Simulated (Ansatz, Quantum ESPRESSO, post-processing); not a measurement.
# 2H-NbSTe, 1 layer: response to a perpendicular field, part 5 of 7

How does 2H-NbSTe, 1 layer respond to a gate-like field without added charge?

Quantum ESPRESSO 7.5; plane-wave DFT, RPBE, GBRV ultrasoft pseudopotentials made under PBE; geometry and cross-check by Ansatz 0.2.0 with PAW datasets.

So far. Step 12 (Potential by pp.x): The slope in the vacuum is 0.300 eV/Å for an applied 0.30 V/Å, as it should be. Step 13 (Bands along a path: field 0.3 V/Å): Upper empty bands that drop with the field can be states of the vacuum, held by the sawtooth; they depend on the cell's width.

### Step 14. Density by pp.x

plot_num = 0 writes the valence density.

f0.rho.in

```
&inputpp
  prefix = 'f0'
  outdir = './out'
  filplot = 'f0.rho.dat'
  plot_num = 0
/
```

Launch:

```bash
$ OMP_NUM_THREADS=1 mpirun -n 4 pp.x -in f0.rho.in > f0.rho.out
```

Numbers of over 12 decimals in the logs are rounded to 6 here.

The program printed:

```text
[banner, memory and clock lines left out]
Program POST-PROC v.7.5 starts

          URL

     ./out/f0.save/

     IMPORTANT: XC functional enforced from input :
     Exchange-correlation= RPBE
                           (   1   4  44   4   0   0   0)
     Any further DFT definition will be discarded
     Please, verify this is what you really want

     negative rho (up, down):  2.717E-03 0.000E+00

     Adding external electric field

     Computed dipole along edir(3) :
        Dipole               -0.0761 Ry au,         -0.1934 Debye
        Dipole field         -0.0006 Ry au,

        Potential amp.        0.0476 Ry
        Total length         37.0610 bohr

     Calling punch_plot, plot_num =   0
     Writing data to file  f0.rho.dat
     Message from routine chdens:
     namelist plot not found or invalid, exiting

Note: The following floating-point exceptions are signalling: IEEE_UNDERFLOW_FLAG IEEE_DENORMAL
Note: The following floating-point exceptions are signalling: IEEE_UNDERFLOW_FLAG IEEE_DENORMAL
Note: The following floating-point exceptions are signalling: IEEE_UNDERFLOW_FLAG IEEE_DENORMAL
Note: The following floating-point exceptions are signalling: IEEE_UNDERFLOW_FLAG IEEE_DENORMAL
```

It took 1.9 s on 4 MPI ranks of Intel Xeon Platinum 8488C (Sapphire Rapids), shared host; peak memory 0.11 GiB; 6.2 s of CPU time.

Numbers from this step:

| Property | Result |
| --- | --- |
| electrons by integration | 25.00 e |

Mean over planes. The valence density, planar mean by z:

z (Å), valence density, planar mean (e/Å³) and a bar:
```
      4.5      0.000 
      5.0      0.000 
      5.5      0.001 
      6.0      0.002 
      6.5      0.010 
      7.0      0.040 #
      7.5      0.133 #####
      8.0      0.232 ########
      8.5      0.257 #########
      9.0      0.287 ##########
      9.5      0.299 ##########
     10.0      0.652 ######################
     10.5      0.877 ##############################
     11.0      0.711 ########################
     11.5      0.438 ###############
     12.0      0.369 #############
     12.5      0.249 #########
     13.0      0.071 ##
     13.5      0.014 
     14.0      0.003 
     14.5      0.001 
     15.0      0.000 
     15.5      0.000
```

Valence density in the ca plane at fractional y = 0.667, with atoms of Te and S within 0.2 Å of it. It is the smooth field of the valence electrons, not physical close to the nuclei.

Values in units of 1e-1 e/Å³, 5 rows by 16 columns, each cell a mean:
```
0.0 0.0 0.0 0.1 0.6 1.6 2.1 4.1 2.0 0.7 0.1 0.0 0.0 0.0 0.0 0.0
0.0 0.0 0.0 0.1 1.2 3.1 2.8 3.0 3.6 1.9 0.2 0.0 0.0 0.0 0.0 0.0
0.0 0.0 0.0 0.3 3.3 3.3 3.9 2.7 8.7 7.1 0.7 0.0 0.0 0.0 0.0 0.0
0.0 0.0 0.0 0.3 3.7 2.5 3.9 2.9 9.0 7.9 0.8 0.0 0.0 0.0 0.0 0.0
0.0 0.0 0.0 0.2 2.0 4.1 3.4 2.7 5.9 3.8 0.3 0.0 0.0 0.0 0.0 0.0
```
Columns run along c (16.0 Å, from fractional 0.16 to 0.94 of the cell), rows up along a (3.5 Å). Atoms in or near the plane, at fractional coordinates: Te at (0.42, 0.33), S at (0.58, 0.33).

The density integrates to 25.000 electrons, as the 25 of the input ask.

### Step 15. Density by pp.x

f2.rho.in

```
&inputpp
  prefix = 'f2'
  outdir = './out'
  filplot = 'f2.rho.dat'
  plot_num = 0
/
```

Launch:

```bash
$ OMP_NUM_THREADS=1 mpirun -n 4 pp.x -in f2.rho.in > f2.rho.out
```

Run time: 1.8 s. Hardware: 4 MPI ranks; peak memory 0.11 GiB.

### Step 16. Charge moved by a field of 0.2 V/Å

Numbers from this step:

| Property | Result |
| --- | --- |
| largest charge moved across a plane | 0.001145 e/Å² |
| dipole step | -1.129 eV |

Planar mean against z:

| z (Å) | planar mean (e/Å³) |
| --- | --- |
| 2 | 5.1e-8 |
| 3 | 4.2e-7 |
| 4 | 3.3e-6 |
| 5 | 2.5e-5 |
| 6 | 1.5e-4 |
| 7 | 6.2e-4 |
| 8 | 1.7e-4 |
| 9 | 1.4e-4 |
| 10 | -1.9e-4 |
| 11 | 4.0e-5 |
| 12 | -1.8e-4 |
| 13 | -6.9e-4 |
| 14 | -1.3e-4 |
| 15 | -1.4e-5 |
| 16 | -1.2e-6 |
| 17 | -1.0e-7 |
| 18 | -7.4e-9 |

Table of running integral, electrons below z by z:

| z (Å) | running integral, electrons below z (e/Å²) |
| --- | --- |
| 2.5 | 8.0e-8 |
| 3.0 | 2.3e-7 |
| 3.5 | 6.4e-7 |
| 4.0 | 1.8e-6 |
| 4.5 | 5.0e-6 |
| 5.0 | 1.4e-5 |
| 5.5 | 3.8e-5 |
| 6.0 | 9.3e-5 |
| 6.5 | 2.2e-4 |
| 7.0 | 4.8e-4 |
| 7.5 | 8.1e-4 |
| 8.0 | 9.7e-4 |
| 8.5 | 0.00105 |
| 9.0 | 0.00113 |
| 9.5 | 0.00112 |
| 10.0 | 1.0e-3 |
| 10.5 | 0.00104 |
| 11.0 | 0.00111 |
| 11.5 | 0.00105 |
| 12.0 | 9.7e-4 |
| 12.5 | 7.6e-4 |
| 13.0 | 3.9e-4 |
| 13.5 | 1.5e-4 |
| 14.0 | 5.3e-5 |
| 14.5 | 1.7e-5 |
| 15.0 | 5.0e-6 |
| 15.5 | 1.5e-6 |
| 16.0 | 4.1e-7 |
| 16.5 | 1.2e-7 |
| 17.0 | 3.3e-8 |

### Step 17. Polarisability from the dipole between 0 and 0.1 V/A

Read from the output:

```
change of slope in the vacuum : 0.10000 eV/Å
polarisability a cell         : 4.845 Å³
sheet polarisability 4πα/A    : 5.636 Å
```

Change of the potential energy, second field less first against z:

| z (Å) | change of the potential energy, second field less first (eV) |
| --- | --- |
| 0.0 | -0.349 |
| 0.5 | -0.669 |
| 1.0 | -0.619 |
| 1.5 | -0.569 |
| 2.0 | -0.519 |
| 2.5 | -0.469 |
| 3.0 | -0.419 |
| 3.5 | -0.369 |
| 4.0 | -0.319 |
| 4.5 | -0.269 |
| 5.0 | -0.219 |
| 5.5 | -0.170 |
| 6.0 | -0.123 |
| 6.5 | -0.0786 |
| 7.0 | -0.0423 |
| 7.5 | -0.0195 |
| 8.0 | -0.00970 |
| 8.5 | -0.00489 |
| 9.0 | -0.00373 |
| 9.5 | -0.00509 |
| 10.0 | -0.00339 |
| 10.5 | 0.00147 |
| 11.0 | 0.00285 |
| 11.5 | 0.00337 |
| 12.0 | 0.00710 |
| 12.5 | 0.0159 |
| 13.0 | 0.0379 |
| 13.5 | 0.0748 |
| 14.0 | 0.120 |
| 14.5 | 0.168 |
| 15.0 | 0.218 |
| 15.5 | 0.268 |
| 16.0 | 0.317 |
| 16.5 | 0.367 |
| 17.0 | 0.417 |
| 17.5 | 0.467 |
| 18.0 | 0.517 |
| 18.5 | 0.567 |
| 19.0 | 0.617 |
| 19.5 | 0.667 |
| 20.0 | 0.385 |

### Step 18. Dipole against field

The dipole along the normal, dipole moment by applied field:

| applied field (V/Å) | dipole along the normal, dipole moment (e·Å) |
| --- | --- |
| 0.000 | -0.0403 |
| 0.100 | -0.00662 |
| 0.200 | 0.0271 |
| 0.300 | 0.0610 |

### Step 19. Cross-check with Ansatz: field 0.1 V/Å

A second code with its own PAW datasets, on the same atoms.

Level of this step: plane-wave DFT, PBE, Ansatz PAW (Ansatz 0.2.0).

input.yaml

```yaml
crystal:
  lattice:
    - [3.5319012498, 0.0, 0.0]
    - [-1.7659506249, 3.058716206, 0.0]
    - [0.0, 0.0, 20.4289942626]
  atoms:
    - { symbol: Te, position: [0.3333333333, 0.6666666667, 0.4174255394] }
    - { symbol: Nb, position: [0.0, 0.0, 0.51335958] }
    - { symbol: S, position: [0.3333333333, 0.6666666667, 0.581986022] }
kpoints:
  mp_grid: { grid: [12, 12, 1] }
hamiltonian:
  xc: pbe
scf:
  occupations: { method: fermi_dirac, width: 0.054 }
  convergence: { dr2_threshold: 1.0e-09 }
efield:
  axis: 3
  dipole_correction: true
  ramp_position: 0.97
  ramp_width: 0.04
  amplitude: 0.1
output:
  write_potential: true
  write_density: true
  volumetric_format: npy
```

Launch:

```bash
$ ansatz run input.yaml --threads 4 --pin off --max-ram 8192MiB --backend cpu --events-out ev --progress --plain --runs-dir out
```

The program printed:

```text
[...]
Crystal: 3 atoms, lattice volume = 220.696 Å³
Basis set: ecut = 420 eV, 4311 PW (Γ)
Bands: 22, of which v1, the nominal top of the filled ones, is band 18 counted from 1 (17 counted from 0)
Symmetry: 6 space group operations
[...]
k-points: 19 of 144 (time reversal used)
[...]
SCF iter   1: F=—  HF=-12437.820917 eV  |F-HF|=—  |Δ(HF+E_count)|=         —  Δρ=3.64e-2  dr2=5.23e0  ethr=3.10e-3  p=0.035 e·Å  D=2.83e-2 V/Å  ΔV_dip=-0.58 eV  dr2_dipole=5.34e-2  V_vac-E_F(+/−)=6.27/4.96 eV  ⟨swp⟩=9.8  Hψ=2475  notcnv=0
[...]
SCF iter  11: F=-12436.519271 eV  HF=-12436.519271 eV  |F-HF|=1.79e-9  |Δ(HF+E_count)|=   8.47e-8  Δρ=5.28e-7  dr2=8.51e-10  ethr=2.86e-12  p=-0.004 e·Å  D=-3.10e-3 V/Å  ΔV_dip=0.06 eV  dr2_dipole=1.32e-10  V_vac-E_F(+/−)=6.18/4.23 eV  ⟨swp⟩=3.7  Hψ=1696  notcnv=0
SCF 1 converged in 11 iterations: F = -12436.519271 eV  dr2 = 8.51e-10
[...]
WARN: The output density's exchange-correlation potential varies sharply where the density is thin. Do not read a vacuum level from v_tot or v_xc, or from such a field of the output density. On a cell that repeats whose density bears no net charge and no dipole along the vacuum's axis use v_es (v_loc + v_h of the components); under efield.dipole_correction with no amplitude use v_es + v_field, which holds any externa [...]
SCF converged after 11 iterations
Free energy (F): -12436.519271 eV
[...]
Internal energy: -12436.480196 eV  (E = F + TS)
E sigma→0 (E₀):  -12436.499734 eV
Entropy (-TS):   -0.039074 eV (-13.025 meV/atom)
Fermi energy:    -0.263314 eV
Dipole field:    D = -0.003089 V/Å  (p = -0.003768 e·Å, saw-weighted, corrected)
Work function:   not extracted (applied field tilts the vacuum); planar V_es + V_field profile in the machine report
[...]
--- Band table (eV; the first three rows and the last of 19) ---
  k-point 0: bands = [... 14 lower, -2.2148, -0.7520, -0.7520, 0.6668, 2.5303, 2.5303, 3.0261, 3.0261]
  k-point 1: bands = [... 14 lower, -2.1566, -0.9386, -0.8325, 0.5659, 2.3819, 2.6309, 2.6728, 2.9287]
  k-point 2: bands = [... 14 lower, -2.2293, -1.3935, -0.9771, 0.2221, 1.8489, 2.4816, 2.6332, 3.0918]
  k-point 18: bands = [... 14 lower, -3.5465, -3.0629, -1.8265, -0.0765, 1.2465, 2.6179, 3.0724, 4.0578]
```

It took 4.1 s on 4 threads; peak memory 0.55 GiB; 12 s of CPU time.

This step gave:

```
free energy             : -12436.5193 eV
energy at zero smearing : -12436.4997 eV
smearing term TS        : 0.03907 eV
Fermi energy            : -0.2633 eV
dipole along the normal : -0.003768 e·Å
```

At 0.1 V/Å Ansatz's dipole is -0.0038 e Å against -0.0066 from pw.x, under another functional.

### Step 20. Cross-check with Ansatz: field -0.1 V/Å

input.yaml, as its differences from the input of step 19:

```diff
@@ -21,3 +21,3 @@
   ramp_width: 0.04
-  amplitude: 0.1
+  amplitude: -0.1
 output:
```

The program printed:

```text
[...]
Crystal: 3 atoms, lattice volume = 220.696 Å³
Basis set: ecut = 420 eV, 4311 PW (Γ)
Bands: 22, of which v1, the nominal top of the filled ones, is band 18 counted from 1 (17 counted from 0)
Symmetry: 6 space group operations
[...]
k-points: 19 of 144 (time reversal used)
[...]
--- Band table (eV; the first three rows and the last of 19) ---
  k-point 0: bands = [... 14 lower, -2.1947, -0.7507, -0.7507, 0.6445, 2.5238, 2.5238, 3.0338, 3.0338]
  k-point 1: bands = [... 14 lower, -2.1395, -0.9343, -0.8306, 0.5466, 2.3836, 2.6237, 2.6690, 2.9370]
  k-point 2: bands = [... 14 lower, -2.2213, -1.3797, -0.9737, 0.2087, 1.8623, 2.4818, 2.6091, 3.0922]
  k-point 18: bands = [... 14 lower, -3.5552, -3.0658, -1.8219, -0.0748, 1.2452, 2.6236, 3.0767, 4.0617]
[key lines of the parts left out:]
SCF converged after 12 iterations
Free energy (F): -12436.526761 eV
Fermi energy:    -0.268356 eV
Dipole field:    D = -0.058288 V/Å  (p = -0.071090 e·Å, saw-weighted, corrected)
```

The job ended after 3.2 s (4 threads; peak memory 0.53 GiB; 12 s of CPU time).

This step gave:

| Quantity | Value |
| --- | --- |
| free energy | -12436.5268 eV |
| energy at zero smearing | -12436.5073 eV |
| smearing term TS | 0.03887 eV |
| Fermi energy | -0.2684 eV |
| dipole along the normal | -0.07109 e·Å |

### Step 21. Dipole against field, Ansatz

The dipole along the normal, dipole moment by applied field:

| applied field (V/Å) | dipole along the normal, dipole moment (e·Å) |
| --- | --- |
| -0.1000 | -0.0711 |
| 0.0000 | -0.0375 |
| 0.1000 | -0.00377 |

[end of part 5 of 7]

[Logs are printed without paths, hosts, clocks, repeated set-up lines and the standing remarks that a program may print on its own settings, such as how far it seeks lower states.]

[Hosts, paths, dates, database ids (printed as entryN), source tags and the programs' standing remarks are cut or masked in the printed files.]

[Maps of the electrostatic potential energy from Ansatz leave out the sawtooth potential of an applied field or a dipole correction, so their vacuum need not be flat; planar profiles and work functions include it.]
